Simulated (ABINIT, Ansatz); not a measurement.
**InH (Fm-3m): zone-centre phonons**

Aim: the zone-centre modes of InH (Fm-3m).

Program: ABINIT 10.8.3. Level of theory: DFT LDA, scalar-relativistic, plane waves, HGH norm-conserving pseudopotentials. Results are calculated unless marked as measured.

The structure was built from a prototype and need not be the compound's stable phase.

## (1) The structure

Symmetry: Fm-3m, No. 225, cubic system. Conventional cell: a = 4.836 Å, b = 4.836 Å, c = 4.836 Å, α = 90.00°, β = 90.00°, γ = 90.00°. Nearest to In lie 6 H at 2.42 Å. H has 6 In at 2.42 Å nearest. Farther neighbours are not listed.

## (2) Relaxation

Frequencies change by per cents with a per cent of volume, so the structure is first brought to rest at this level of theory.

The starting cell comes from a relaxation made beforehand in Ansatz (LDA, PseudoDojo NC).

Input file relax.abi:

```
# relaxation
ionmov 2
optcell 2
dilatmx 1.08
ntime 40
tolmxf 1.0d-05
tolvrs 1.0d-14
prtwf 0
prtden 0
chksymtnons 0

# basis, mesh and filling
ecut 35.0
ecutsm 0.5
ixc 7
ngkpt 12 12 12
nshiftk 1
shiftk 0.0 0.0 0.0
istwfk *1
occopt 7
tsmear 0.01
nband 7
nstep 100
diemac 1000000.0
prtebands 0
prtgsr 0

# cell and atoms
acell 3*1.0 Angstrom
rprim 
    0.0 2.417774469 2.417774469
    2.417774469 0.0 2.417774469
    2.417774469 2.417774469 0.0
ntypat 2
znucl 49 1
natom 2
typat 1 2
xred 
    0.0 0.0 0.0
    0.5 0.5 0.5
pp_dirpath "./pseudo"
pseudos "In.hgh, H.hgh"
```

Started as:

```console
OMP_NUM_THREADS=1 mpirun -n 2 abinit relax.abi > relax.log
```

Numbers of over 12 decimals in the logs are rounded to 6 here.

relax.abo, the main output file:

```text
[banners, grids, parts of the stress and lines that vanish by symmetry left out]
- input  file    -> relax.abi
- output file    -> relax.abo
- root for input  files -> relaxi
[...]
Symmetries : space group Fm -3 m (#225); Bravais cF (face-center cubic)
[...]
mpw =        2421          nfft =       64000          nkpt =          72
[...]
== DATASET  1 ==================================================================
[...]
cutoff_energies: {ecut:  35.0, pawecutdg:  -1.0, }
[...]
Exchange-correlation functional for the present dataset will be:
  LDA: Perdew-Wang 92 LSD fit to Ceperley-Alder data - ixc=7
[...]
ETOT  1  -2.590809    -2.591E+00 2.085E-02 2.899E+01
 ETOT  2  -2.597283    -6.474E-03 2.959E-03 8.482E-01
 ETOT  3  -2.597314    -3.110E-05 3.407E-04 9.578E-02
 ETOT  4  -2.597322    -7.833E-06 1.327E-04 1.814E-03
 ETOT  5  -2.597322    -9.351E-08 1.985E-05 8.504E-06
[...]
At SCF step    9       vres2   =  2.69E-15 < tolvrs=  1.00E-14 =>converged.
[...]
sigma(1 1)=  4.54264549E-05  sigma(3 2)=  0.00000000E+00
  sigma(2 2)=  4.54264549E-05  sigma(3 1)=  0.00000000E+00
  sigma(3 3)=  4.54264549E-05  sigma(2 1)=  0.00000000E+00
[...]
convergence: {deltae:  1.910E-14, res2:  2.694E-15, residm:  8.762E-06, diffor: null, }
etotal    :  -2.59732199E+00
[...]
ETOT  1  -2.597353    -2.597E+00 2.434E-04 1.387E-02
[...]
At SCF step    7       vres2   =  2.23E-15 < tolvrs=  1.00E-14 =>converged.
[...]
sigma(1 1)=  3.97256682E-05  sigma(3 2)=  0.00000000E+00
  sigma(2 2)=  3.97256682E-05  sigma(3 1)=  0.00000000E+00
  sigma(3 3)=  3.97256682E-05  sigma(2 1)=  0.00000000E+00
[...]
convergence: {deltae: -2.176E-14, res2:  2.233E-15, residm:  3.848E-06, diffor: null, }
etotal    :  -2.59735515E+00
[...]
ETOT  1  -2.597375    -2.597E+00 8.623E+00 6.235E-01
[...]
At SCF step    8       vres2   =  3.85E-16 < tolvrs=  1.00E-14 =>converged.
[...]
sigma(1 1)= -3.25560343E-06  sigma(3 2)=  0.00000000E+00
  sigma(2 2)= -3.25560343E-06  sigma(3 1)=  0.00000000E+00
  sigma(3 3)= -3.25560343E-06  sigma(2 1)=  0.00000000E+00
[...]
convergence: {deltae: -4.396E-14, res2:  3.852E-16, residm:  2.564E-10, diffor: null, }
etotal    :  -2.59745262E+00
[...]
ETOT  1  -2.597453    -2.597E+00 3.906E-08 3.554E-03
[...]
At SCF step    7       vres2   =  4.98E-16 < tolvrs=  1.00E-14 =>converged.
[...]
sigma(1 1)=  1.22959317E-07  sigma(3 2)=  0.00000000E+00
  sigma(2 2)=  1.22959317E-07  sigma(3 1)=  0.00000000E+00
  sigma(3 3)=  1.22959317E-07  sigma(2 1)=  0.00000000E+00
[...]
convergence: {deltae:  2.975E-14, res2:  4.982E-16, residm:  3.132E-12, diffor: null, }
etotal    :  -2.59745321E+00
[...]
ETOT  1  -2.597453    -2.597E+00 6.460E-09 4.711E-06
[...]
ETOT  5  -2.597453     7.816E-14 2.793E-12 6.056E-14
 ETOT  6  -2.597453    -1.052E-13 2.973E-11 2.345E-16
 At SCF step    6       vres2   =  2.34E-16 < tolvrs=  1.00E-14 =>converged.
[...]
sigma(1 1)=  3.56178819E-09  sigma(3 2)=  0.00000000E+00
  sigma(2 2)=  3.56178820E-09  sigma(3 1)=  0.00000000E+00
  sigma(3 3)=  3.56178820E-09  sigma(2 1)=  0.00000000E+00
[...]
convergence: {deltae: -1.052E-13, res2:  2.345E-16, residm:  2.973E-11, diffor: null, }
etotal    :  -2.59745321E+00
[...]
At Broyd/MD step   5, gradients are converged :
[...]
sigma(1 1)=  3.56178819E-09  sigma(3 2)=  0.00000000E+00
  sigma(2 2)=  3.56178820E-09  sigma(3 1)=  0.00000000E+00
  sigma(3 3)=  3.56178820E-09  sigma(2 1)=  0.00000000E+00
[...]
- sigma(1 1)=  1.04791427E-04  sigma(3 2)=  0.00000000E+00
- sigma(2 2)=  1.04791427E-04  sigma(3 1)=  0.00000000E+00
- sigma(3 3)=  1.04791427E-04  sigma(2 1)=  0.00000000E+00
[...]
fcart     -0.0000000000E+00 -0.0000000000E+00 -0.0000000000E+00
           strten      3.5617881947E-09  3.5617881951E-09  3.5617881960E-09
================================================================================

[key lines of the parts left out:]
pressure_GPa:  -1.0479E-04
Total energy (etotal) [Ha]= -2.59745321244630E+00
```

It took 1.9 min on 2 MPI ranks of Arm Neoverse N1, shared host; 3.7 min of CPU time.

The steps of the relaxation:

| step | energy less that of the first step (eV) | largest force (eV/Å) | volume (Å³) |
| --- | --- | --- | --- |
| 1 | 0.0000 | 0.0000 | 28.27 |
| 2 | -0.0009 | 0.0000 | 28.15 |
| 3 | -0.0036 | 0.0000 | 27.38 |
| 4 | -0.0036 | 0.0000 | 27.44 |
| 5 | -0.0036 | 0.0000 | 27.44 |

```csv
"conventional cell, symmetrised",before,after,change
a (Å),4.836,4.788,-1.0 %
b (Å),4.836,4.788,-1.0 %
c (Å),4.836,4.788,-1.0 %
volume (Å³/atom),14.13,13.72,-2.9 %
```

The relaxed structure:

```
In H
1.0
     0.00000    2.39383    2.39383
     2.39383    0.00000    2.39383
     2.39383    2.39383    0.00000
In H
1 1
Direct
  0.00000 0.00000 0.00000
  0.50000 0.50000 0.50000
```

Read from the output:

```
volume per atom   : 13.72 Å³
pressure          : -1.05e-4 GPa
gap on the k-mesh : 0 eV
```

The volume changes by -2.9 % from the cell with which this run began.

## (3) Self-consistent run for the response

First-order wavefunctions inherit every error of the ground state, hence the very tight tolvrs. ecutsm is kept as in the relaxation, so that the cell stays at rest. Occupations are smeared.

Input file gs.abi:

```
# ground state
tolvrs 1.0d-16
prtden 1
prtwf 1

# basis, mesh and filling
ecut 35.0
ecutsm 0.5
ixc 7
ngkpt 12 12 12
nshiftk 1
shiftk 0.0 0.0 0.0
istwfk *1
occopt 7
tsmear 0.01
nband 7
nstep 100
diemac 1000000.0
prtebands 0
prtgsr 0

# cell and atoms
acell 3*1.0 Angstrom
rprim 
    0.0 2.393826891 2.393826891
    2.393826891 0.0 2.393826891
    2.393826891 2.393826891 0.0
ntypat 2
znucl 49 1
natom 2
typat 1 2
xred 
    0.0 0.0 0.0
    0.5 0.5 0.5
pp_dirpath "./pseudo"
pseudos "In.hgh, H.hgh"
```

Started as:

```console
OMP_NUM_THREADS=1 mpirun -n 2 abinit gs.abi > gs.log
```

gs.abo, the main output file:

```text
[banners, grids, parts of the stress and lines that vanish by symmetry left out]
- input  file    -> gs.abi
- output file    -> gs.abo
- root for input  files -> gsi
[...]
Symmetries : space group Fm -3 m (#225); Bravais cF (face-center cubic)
[...]
mpw =        1853          nfft =       46656          nkpt =          72
[...]
== DATASET  1 ==================================================================
[...]
cutoff_energies: {ecut:  35.0, pawecutdg:  -1.0, }
[...]
Exchange-correlation functional for the present dataset will be:
  LDA: Perdew-Wang 92 LSD fit to Ceperley-Alder data - ixc=7
[...]
ETOT  1  -2.591341    -2.591E+00 2.684E-02 2.007E+01
 ETOT  2  -2.597415    -6.074E-03 6.491E-04 6.223E-01
 ETOT  3  -2.597446    -3.089E-05 2.499E-04 6.641E-02
 ETOT  4  -2.597453    -7.380E-06 1.734E-04 1.343E-03
 ETOT  5  -2.597453    -9.348E-08 4.462E-05 5.538E-06
[...]
ETOT  9  -2.597453     2.309E-14 1.064E-06 1.776E-15
 ETOT 10  -2.597453    -2.442E-14 1.441E-06 8.166E-18
 At SCF step   10       vres2   =  8.17E-18 < tolvrs=  1.00E-16 =>converged.
[...]
sigma(1 1)=  3.56106428E-09  sigma(3 2)=  0.00000000E+00
  sigma(2 2)=  3.56106429E-09  sigma(3 1)=  0.00000000E+00
  sigma(3 3)=  3.56106428E-09  sigma(2 1)=  0.00000000E+00
[...]
convergence: {deltae: -2.442E-14, res2:  8.166E-18, residm:  1.441E-06, diffor: null, }
etotal    :  -2.59745321E+00
[...]
sigma(1 1)=  3.56106428E-09  sigma(3 2)=  0.00000000E+00
  sigma(2 2)=  3.56106429E-09  sigma(3 1)=  0.00000000E+00
  sigma(3 3)=  3.56106428E-09  sigma(2 1)=  0.00000000E+00
[...]
- sigma(1 1)=  1.04770128E-04  sigma(3 2)=  0.00000000E+00
- sigma(2 2)=  1.04770128E-04  sigma(3 1)=  0.00000000E+00
- sigma(3 3)=  1.04770128E-04  sigma(2 1)=  0.00000000E+00
[...]
fcart     -0.0000000000E+00 -0.0000000000E+00 -0.0000000000E+00
           strten      3.5610642842E-09  3.5610642850E-09  3.5610642837E-09
================================================================================

[key lines of the parts left out:]
pressure_GPa:  -1.0477E-04
```

Wall time 21 s (2 MPI ranks); 42 s of CPU time.

The cell stands at -1.0e-4 GPa, close enough for phonons.

## (4) Linear response at Γ

At q = 0 one unit cell holds all displacements. The response is solved for single atoms along the cell's directions, and symmetry skips those that follow from others. The crystal is treated as a metal, which screens a static field, so no field response is asked.

Input file dfpt_gamma.abi:

```

# common to the responses
getwfk_filepath "gso_WFK"
kptopt 2
nqpt 1
qpt 0.0 0.0 0.0
asr 0
chneut 0

# displacements
rfphon 1
rfatpol 1 2
rfdir 1 1 1
tolvrs 1.0d-10
prtwf 0

# basis, mesh and filling
ecut 35.0
ecutsm 0.5
ixc 7
ngkpt 12 12 12
nshiftk 1
shiftk 0.0 0.0 0.0
istwfk *1
occopt 7
tsmear 0.01
nband 7
nstep 100
diemac 1000000.0
prtebands 0
prtgsr 0

# cell and atoms
acell 3*1.0 Angstrom
rprim 
    0.0 2.393826891 2.393826891
    2.393826891 0.0 2.393826891
    2.393826891 2.393826891 0.0
ntypat 2
znucl 49 1
natom 2
typat 1 2
xred 
    0.0 0.0 0.0
    0.5 0.5 0.5
pp_dirpath "./pseudo"
pseudos "In.hgh, H.hgh"
```

Started as:

```console
OMP_NUM_THREADS=1 mpirun -n 2 abinit dfpt_gamma.abi > dfpt_gamma.log
```

dfpt_gamma.abo, the main output file:

```text
[banners, grids, parts of the stress and lines that vanish by symmetry left out]
- input  file    -> dfpt_gamma.abi
- output file    -> dfpt_gamma.abo
- root for input  files -> dfpt_gammai
- root for output files -> dfpt_gammao

 Symmetries : space group Fm -3 m (#225); Bravais cF (face-center cubic)
================================================================================
 Values of the parameters that define the memory need of the present run (RF).
     intxc =       0      iscf =       7    lmnmax =       6     lnmax =       6
     mgfft =      36  mpssoang =       3    mqgrid =    3001     natom =       2
  nloc_mem =       1    nspden =       1   nspinor =       1    nsppol =       1
      nsym =      48    n1xccc =       0    ntypat =       2    occopt =       7
   xclevel =       1
-    mband =           7        mffmem =           1         mkmem =         434
-   mkqmem =         434        mk1mem =         434           mpw =        1853
      nfft =       46656          nkpt =         868
- my_mband =           7
================================================================================
================================================================================

--------------------------------------------------------------------------------
------------- Echo of variables that govern the present computation ------------
--------------------------------------------------------------------------------
-
- outvars: echo of selected default values
-   iomode0 =  0 , fftalg0 =312 , wfoptalg0 =  0
-
- outvars: echo of global parameters not present in the input file
-  max_nthreads =    1
-
 -outvars: echo values of preprocessed input variables
 [... echo left out ...]
================================================================================

 chkinp: Checking input parameters for consistency.

[...]
== DATASET  1 ==================================================================
-   mpi_nproc: 2, omp_nthreads: 1 (-1 if OMP is not activated)

--- !DatasetInfo
iteration_state: {dtset: 1, }
dimensions: {natom: 2, nkpt: 868, mband: 7, nsppol: 1, nspinor: 1, nspden: 1, mpw: 1853, }
cutoff_energies: {ecut:  35.0, pawecutdg:  -1.0, }
electrons: {nelect:   4.00000000E+00, charge:   0.00000000E+00, occopt:   7.00000000E+00, tsmear:   1.00000000E-02, }
meta: {optdriver: 1, rfphon: 1, }
...

 mkfilename: getwfk from: gso_WFK

 Exchange-correlation functional for the present dataset will be:
  LDA: Perdew-Wang 92 LSD fit to Ceperley-Alder data - ixc=7
 Citation for XC functional:
  J.P.Perdew and Y.Wang, PRB 45, 13244 (1992)

 Real(R)+Recip(G) space primitive vectors, cartesian coordinates (Bohr,Bohr^-1):
 R(1)=  0.0000000  4.5236772  4.5236772  G(1)= -0.1105295  0.1105295  0.1105295
 R(2)=  4.5236772  0.0000000  4.5236772  G(2)=  0.1105295 -0.1105295  0.1105295
 R(3)=  4.5236772  4.5236772  0.0000000  G(3)=  0.1105295  0.1105295 -0.1105295
 Unit cell volume ucvol=  1.8514194E+02 bohr^3
 Angles (23,13,12)=  6.00000000E+01  6.00000000E+01  6.00000000E+01 degrees
 setup1 : take into account q-point for computing boxcut.

 getcut: wavevector=  0.0000  0.0000  0.0000  ngfft=  36  36  36
         ecut(hartree)=     35.000   => boxcut(ratio)=   2.11299

--- Pseudopotential description ------------------------------------------------
- pspini: atom type   1  psp file is ./pseudo/In.hgh

- pspini: atom type   2  psp file is ./pseudo/H.hgh

   6.90295193E+01                                ecore*ucvol(ha*bohr**3)
--------------------------------------------------------------------------------

 ==>  initialize data related to q vector <==

 The list of irreducible perturbations for this q vector is:
    1)    idir= 1    ipert=   1
    2)    idir= 1    ipert=   2

[...]
The perturbation idir=   2  ipert=   1 is
 symmetric of a previously calculated perturbation.
 So, its SCF calculation is not needed.

 The perturbation idir=   3  ipert=   1 is
 symmetric of a previously calculated perturbation.
 So, its SCF calculation is not needed.

 The perturbation idir=   2  ipert=   2 is
 symmetric of a previously calculated perturbation.
 So, its SCF calculation is not needed.

 The perturbation idir=   3  ipert=   2 is
 symmetric of a previously calculated perturbation.
 So, its SCF calculation is not needed.

--------------------------------------------------------------------------------
 Perturbation wavevector (in red.coord.)   0.000000  0.000000  0.000000
 Perturbation : displacement of atom   1   along direction   1
 Found     4 symmetries that leave the perturbation invariant.

[...]
dfpt_looppert : total number of electrons, from k and k+q
  fully or partially occupied states are    4.000000E+00 and    4.000000E+00.
 Initialisation of the first-order wave-functions :
  ireadwf=   0

--- !BeginCycle
iteration_state: {dtset: 1, }
solver: {iscf: 7, nstep: 100, nline: 4, wfoptalg: 0, }
tolerances: {tolvrs: 1.00E-10, }
...

     iter   2DEtotal(Ha)        deltaE(Ha) residm    vres2
-ETOT  1 -6.68800442430104E-02 -1.868E+01 1.610E-01 1.273E+03
 ETOT  2 -0.159656     -9.278E-02 3.966E-04 4.058E+01
 ETOT  3 -0.163903     -4.247E-03 2.081E-05 1.262E-01
 ETOT  4 -0.163924     -2.140E-05 9.580E-08 4.553E-04
 ETOT  5 -0.163924     -4.839E-08 2.238E-10 4.301E-06
[...]
At SCF step    7       vres2   =  4.41E-11 < tolvrs=  1.00E-10 =>converged.
[...]
Mean square residual over all n,k,spin=   48.783E-16; max=  22.170E-15

 Thirteen components of 2nd-order total energy (hartree) are
 1,2,3: 0th-order hamiltonian combined with 1st-order wavefunctions
     kin0=   1.96518369E+01 eigvalue=   5.05829740E-01  local=  -4.99459258E+00
 4,5,6: 1st-order hamiltonian combined with 1st and 0th-order wfs
 loc psp =  -6.79865237E+00  Hartree=   8.94226245E-01     xc=  -1.43885993E+00
 note that "loc psp" includes a xc core correction that could be resolved
 7,8,9: eventually, occupation + non-local contributions
    edocc=   1.07639732E+00     enl0=   3.08142582E+00   enl1=  -3.07538746E+01
 1-9 gives the relaxation energy (to be shifted if some occ is /=2.0)
   erelax=  -1.87762635E+01
 10,11,12 Non-relaxation  contributions : frozen-wavefunctions and Ewald
 fr.local=   8.82100013E-01 fr.nonlo=   1.49523286E+01  Ewald=   2.77791054E+00
 13,14 Frozen wf xc core corrections (1) and (2)
 frxc 1  =   0.00000000E+00  frxc 2 =   0.00000000E+00
 Resulting in :
 2DEtotal=   -0.1639242742E+00 Ha. Also 2DEtotal=   -0.446060674022E+01 eV
    (2DErelax=   -1.8776263455E+01 Ha. 2DEnonrelax=    1.8612339181E+01 Ha)
    (  non-var. 2DEtotal :   -1.6392431871E-01 Ha)

[...]
Perturbation wavevector (in red.coord.)   0.000000  0.000000  0.000000
 Perturbation : displacement of atom   2   along direction   1
 Found     4 symmetries that leave the perturbation invariant.

--------------------------------------------------------------------------------

--------------------------------------------------------------------------------

 dfpt_looppert : total number of electrons, from k and k+q
  fully or partially occupied states are    4.000000E+00 and    4.000000E+00.
 Initialisation of the first-order wave-functions :
  ireadwf=   0

--- !BeginCycle
iteration_state: {dtset: 1, }
solver: {iscf: 7, nstep: 100, nline: 4, wfoptalg: 0, }
tolerances: {tolvrs: 1.00E-10, }
...

     iter   2DEtotal(Ha)        deltaE(Ha) residm    vres2
-ETOT  1  0.773656     -3.761E+01 4.288E-01 4.419E+03
[...]
ETOT  6 -0.163913     -1.411E-09 5.052E-12 3.405E-08
 ETOT  7 -0.163913     -5.286E-12 1.920E-14 4.945E-11

 At SCF step    7       vres2   =  4.94E-11 < tolvrs=  1.00E-10 =>converged.
[...]
Mean square residual over all n,k,spin=   29.180E-16; max=  19.203E-15

 Thirteen components of 2nd-order total energy (hartree) are
 1,2,3: 0th-order hamiltonian combined with 1st-order wavefunctions
     kin0=   3.88811259E+01 eigvalue=   8.35114576E-01  local=  -8.64034966E+00
 4,5,6: 1st-order hamiltonian combined with 1st and 0th-order wfs
 loc psp =  -7.70910810E+01  Hartree=   7.02819363E+00     xc=  -4.62756085E+00
 note that "loc psp" includes a xc core correction that could be resolved
 7,8,9: eventually, occupation + non-local contributions
    edocc=   4.92729776E+00     enl0=   1.41719243E-01   enl1=   0.00000000E+00
 1-9 gives the relaxation energy (to be shifted if some occ is /=2.0)
   erelax=  -3.85455404E+01
 10,11,12 Non-relaxation  contributions : frozen-wavefunctions and Ewald
 fr.local=   3.56037170E+01 fr.nonlo=   0.00000000E+00  Ewald=   2.77791054E+00
 13,14 Frozen wf xc core corrections (1) and (2)
 frxc 1  =   0.00000000E+00  frxc 2 =   0.00000000E+00
 Resulting in :
 2DEtotal=   -0.1639129280E+00 Ha. Also 2DEtotal=   -0.446029799478E+01 eV
    (2DErelax=   -3.8545540434E+01 Ha. 2DEnonrelax=    3.8381627506E+01 Ha)
    (  non-var. 2DEtotal :   -1.6391300995E-01 Ha)

[...]
---- first-order wavefunction calculations are completed ----

 ==> Compute Derivative Database <==

 [... matrices left out ...]
  Phonon wavevector (reduced coordinates) :  0.00000  0.00000  0.00000
 Phonon energies in Hartree :
  -1.482862E-03 -1.482862E-03 -1.482862E-03  8.706935E-07  8.706946E-07
   8.706977E-07
 Phonon frequencies in cm-1    :
- -3.254507E+02 -3.254507E+02 -3.254507E+02  1.910951E-01  1.910954E-01
-  1.910961E-01

== END DATASET(S) ==============================================================
================================================================================

 -outvars: echo values of variables after computation
            acell      1.8897261259E+00  1.8897261259E+00  1.8897261259E+00 Bohr
           etotal     -1.6391292801E-01
            fcart      0.0000000000E+00  0.0000000000E+00  0.0000000000E+00
           strten      0.0000000000E+00  0.0000000000E+00  0.0000000000E+00
================================================================================
```

Elapsed: 100 s, on 2 MPI ranks; 3.3 min of CPU time.

This step gave:

```yaml
largest_acoustic_frequency_at_the_zone_centre_before_the_sum_rule: 0.19 cm⁻¹
highest_optical_zone_centre_mode_no_lo_to_term: -325.4 cm⁻¹
lowest_optical_zone_centre_mode: -325.4 cm⁻¹
```

The acoustic modes at Γ come out as far as 0.2 cm⁻¹ from zero, where they should vanish, a small numerical error. The lowest optical mode is imaginary, 325i cm⁻¹, an instability at this level and on this k mesh.

(Continued in part 2 of 2.)

[Host names and launcher messages were left out of these logs when they were recorded.]

[Logs are printed without paths, hosts, clocks, repeated set-up lines and the standing remarks that a program may print on its own settings, such as how far it seeks lower states.]

[Hosts, paths, dates, database ids (printed as entryN), source tags and the programs' standing remarks are cut or masked in the printed files.]
